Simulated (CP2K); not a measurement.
Consider methylsilane at its PBE geometry (Å).

```xyz
8

C    -0.9827   -0.1146    0.0163
Si    0.8794    0.1032   -0.0152
H    -1.4465    0.5743    0.7355
H    -1.2517   -1.1393    0.3076
H    -1.4188    0.0821   -0.9725
H     1.2446    1.4952   -0.4102
H     1.5073   -0.8352   -0.9910
H     1.4685   -0.1658    1.3295
```

Method: CP2K XAS_TDP, all-electron GAPW, PBEh(45%), aug-pc-1, TDA, no relativity.

Q: Where do the C K-edge lines lie, and how strong are they?

Leading lines: C1 283.96 eV. The leading line of an atom is its first one with 35 % of the strongest within 2.5 eV of its lowest line over the strength cut. 

The first six lines of each atom with a strength over 0.0015:

| atom | energy (eV) | states | strength, one atom |
| --- | --- | --- | --- |
| C1 (bonded to Si and 3 H) | 283.96 | 3 | 0.0605 |
|  | 284.49 | 1 | 0.0063 |
|  | 285.22 | 2 | 0.0070 |
|  | 285.43 | 2 | 0.0017 |
|  | 285.72 | 1 | 0.0104 |
|  | 286.05 | 1 | 0.0025 |

Lines are vertical, at one geometry, with no vibrational structure. Without a correction of the core level, line positions, and the gaps between valence and Rydberg lines, follow the share of exact exchange. At this level such K lines come out 3 to 6 eV under measured ones. These values hold no scalar relativity, about 0.1 eV for C 1s. Rydberg lines, and the discretised continuum above threshold, depend on the basis and the box.

[Banner, clock and machine lines of the logs are left out without a mark of their own.]

[Logs are printed without paths, hosts, clocks, repeated set-up lines and the standing remarks that a program may print on its own settings, such as how far it seeks lower states.]

[Hosts, paths, dates, database ids (printed as entryN), source tags and the programs' standing remarks are cut or masked in the printed files.]
